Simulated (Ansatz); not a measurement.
# Calculated records

### Screened interactions in AgI2 (P-4m2)

The structure is tetragonal, space group P-4m2 (No. 115). The conventional cell has a = 4.286 Å, b = 4.286 Å, c = 6.355 Å, α = 90.00°, β = 90.00°, γ = 90.00°. Nearest to Ag lie 4 I at 2.78 Å. Nearest to I lie 2 Ag at 2.78 Å. Farther neighbours and most contacts between anions are not listed.

```xyz
3
Lattice="0.0000 -3.0305 3.0305 0.0000 -3.0305 -3.0305 6.3548 0.0000 0.0000" Properties=species:S:1:pos:R:3 pbc="T T T"
Ag    3.1774    0.0000    0.0000
I     4.9425   -1.5152    1.5152
I     1.4123   -1.5152   -1.5152
```

| Item | Value |
| --- | --- |
| method | DFT, LDA, plane waves, PAW (and 1 further level or step) |
| program | Ansatz 0.2.0 |
| settings of one run | cutoff 420 eV, 8×8×4 k-mesh, smearing width 0.08 eV, default PAW, coordination {"Ag": "tetrahedral"}, magnetic state non-magnetic by constraint, PAW set soft 2 |
| cost | 2 runs, 15 min in all on 4 threads of Arm Neoverse V2, shared host (the runs of this entry) |
| notes | The cell and positions are those that the Materials Project relaxed with its own functionals (PBE, PBE+U or r2SCAN), kept fixed. Limits: no spin-orbit coupling. The bands cross the Fermi level under this constraint, which need not be the crystal’s state: magnetic order, correlation or a lattice distortion may open a gap. |
| Ag d + anion p | U 6.57 eV, U′ 5.48 eV, J 0.55 eV, bare V 18.6 eV |
| method | constrained RPA on non-magnetic LDA, 4×4×4 mesh, static |

For Ag d + anion p, screening cuts the on-site interaction from 18.64 eV to 6.57 eV (35 %), while J goes only from 0.71 eV to 0.55 eV: the monopole is screened far more than the multipoles. U − 2J differs from U′ by −0.004 eV, so the Kanamori relation holds well.

[Paths, hosts, dates, memory and timing lines, banners, echoed tables and standing remarks are left out of the program output.]

[Logs are printed without paths, hosts, clocks, repeated set-up lines and the standing remarks that a program may print on its own settings, such as how far it seeks lower states.]

[Runs of the session that timed out or met a known fault of the program may be left out.]

[Hosts, paths, dates, database ids (printed as entryN), source tags and the programs' standing remarks are cut or masked in the printed files.]
